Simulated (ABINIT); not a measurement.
## A GW run on LiH (Fm-3m) in ABINIT, with inputs changed

A base run on LiH (Fm-3m), then changed inputs.

Program: ABINIT 10.8.3. Level of theory: PBE and many-body steps on it, plane waves. Results are calculated unless marked as measured.

Report form: the programs' logs are mostly left out.

The database entry behind the starting cell differs from later determinations by our own check (the deuteride, about 0.2 % short), so it need not match the best structure at ambient conditions.

### Step 1. The structure

It takes space group Fm-3m (No. 225, cubic). The conventional cell has a = 4.074 Å, b = 4.074 Å, c = 4.074 Å, α = 90.00°, β = 90.00°, γ = 90.00°. Li has 6 H at 2.04 Å nearest. H has 6 Li at 2.04 Å nearest. Farther neighbours are not listed.

The cell and positions come from the Crystallography Open Database and are kept as given unless a step says otherwise.

### Step 2. Screening, 8×8×8 mesh, 144 bands, screening to 304.8 eV

This step: ABINIT 10.8.3; RPA screening on PBE, plane waves, norm-conserving pseudopotentials.

The RPA dielectric matrix is built and inverted for each q.

Contents of run.abi:

```
acell 3*1.0 Angstrom
rprim 
  -0.000000000000 2.036750000000 2.036750000000
  2.036750000000 -0.000000000000 2.036750000000
  2.036750000000 2.036750000000 -0.000000000000
ntypat 2
znucl 3 1
natom 2
typat 1 2
xred 
  0.000000000000 0.000000000000 0.000000000000
  0.500000000000 0.500000000000 0.500000000000
pp_dirpath "pseudos"
pseudos "Li.upf, H.upf"
ecut 33
ngkpt 8 8 8
nshiftk 1
shiftk 0 0 0
kptopt 1
chksymbreak 0
istwfk *1
occopt 1
irdwfk 1
optdriver 3
nband 144
ecuteps 11.2
inclvkb 2
awtr 1
symchi 1
indata_prefix "in"
outdata_prefix "out"
tmpdata_prefix "tmp"
```

On the command line:

```console
OMP_NUM_THREADS=1 mpirun -n 4 abinit run.abi > log
```

The job ended after 2.5 min (4 MPI ranks of Intel Xeon 6975P-C (Granite Rapids), shared host; peak memory 1.5 GiB).

Numbers from this step:

| Item | Value |
| --- | --- |
| ε∞ with local fields, on this mesh, along the program's q direction | 4.009 |
| the same without local fields | 4.405 |
| plasma frequency | 18.07 eV |
| plane waves in the screening matrix | 181 |

Local fields lower ε∞ by 9 %.

### Step 3. Base

The self-energy is evaluated for the states that the input lists, and the levels follow from it, in one-shot runs by the linearised quasiparticle equation.

This step: G0W0 on PBE, plane waves, norm-conserving pseudopotentials.

run.abi, as its differences from that of step 2:

```diff
@@ -23,8 +23,17 @@
 irdwfk 1
-optdriver 3
+optdriver 4
 nband 144
+gwcalctyp 0
+ecutsigx 33
+symsigma 1
+nkptgw 2
+kptgw 
+  0.5000000000 0.5000000000 0.0000000000
+  0.0000000000 0.0000000000 0.0000000000
+bdgw 
+  1 5
+  1 6
 ecuteps 11.2
-inclvkb 2
-awtr 1
-symchi 1
+irdscr 1
+ppmodel 1
 indata_prefix "in"
```

Elapsed: 28 s, on 4 MPI ranks; peak memory 1.6 GiB.

Numbers from this step:

| Quantity | Value |
| --- | --- |
| G0W0 gap on the points computed | 4.974 eV |
| starting gap on the mesh | 3.022 eV |
| k of the valence top | 0.5, 0.5, 0 |
| k of the conduction bottom | 0.5, 0.5, 0 |
| Z at the valence top | 0.772 |
| Z at the conduction bottom | 0.812 |
| least direct G0W0 gap on the computed points | 4.974 eV |

The gap on the mesh goes from 3.02 eV to 4.97 eV, a correction of +1.95 eV.

### Step 4. Coulomb singularity

run.abi, as its differences from that of step 3:

```diff
@@ -38,2 +38,3 @@
 ppmodel 1
+gw_icutcoul 0
 indata_prefix "in"
```

The job ended after 30 s (4 MPI ranks; peak memory 1.6 GiB).

Numbers from this step:

* G0W0 gap on the points computed: 4.835 eV
* starting gap on the mesh: 3.022 eV
* k of the valence top: 0.5, 0.5, 0
* k of the conduction bottom: 0.5, 0.5, 0
* Z at the valence top: 0.777
* Z at the conduction bottom: 0.812
* least direct G0W0 gap on the computed points: 4.835 eV

Against G0W0 in ABINIT (8×8×8 mesh, 144 bands, screening to 304.8 eV, Godby-Needs plasmon pole), the gap moves by −0.139 eV.

### Step 5. The runs together

Times are wall times on 4 MPI ranks of Intel Xeon 6975P-C (Granite Rapids), shared host, good to a factor of about two. A run's time includes the screening step that it read.

```tsv
run	mesh	bands	screening cutoff (eV)	DFT gap (eV)	gap on the mesh (eV)	direct (eV)	ε∞ used	time
base	8×8×8	144	304.8	3.022	4.974	4.974	4.01	3 min
Coulomb singularity	8×8×8	144	304.8	3.022	4.835	4.835	4.01	3 min
```

### Step 6. What came out

```
base                : 4.974 eV
Coulomb singularity : 4.835 eV
known limits        : not at the basis limit
```

Coulomb singularity: −0.139 eV against base (keys changed: gw_icutcoul). Bands and cutoff are finite, so the gap is not at the basis limit. The miss can reach some tenths of an eV and take either sign; the mesh is an error of its own. In the first G0W0 run levels were corrected at 2 k points alone, so a gap called «on the mesh» is the least over those, and an edge elsewhere would be missed.

[Paths, hosts, dates, memory and timing lines, banners, echoed tables and standing remarks are left out of the program output.]

[Logs are printed without paths, hosts, clocks, repeated set-up lines and the standing remarks that a program may print on its own settings, such as how far it seeks lower states.]

[Runs of the session that timed out or met a known fault of the program may be left out.]

[No measured gap is set beside runs whose start may be inverted or whose files or cutoffs have a known fault.]

[Hosts, paths, dates, database ids (printed as entryN), source tags and the programs' standing remarks are cut or masked in the printed files.]

[G0W0 gaps are taken among the corrected bands and points alone; a level outside them can change the order at an edge.]

[Where Ansatz stands beside ABINIT at settings called matched, ABINIT's density can come from a denser mesh and the files from another edition; pairs whose starting gaps differed by over 0.03 eV were left out, so agreement reads better than it is.]
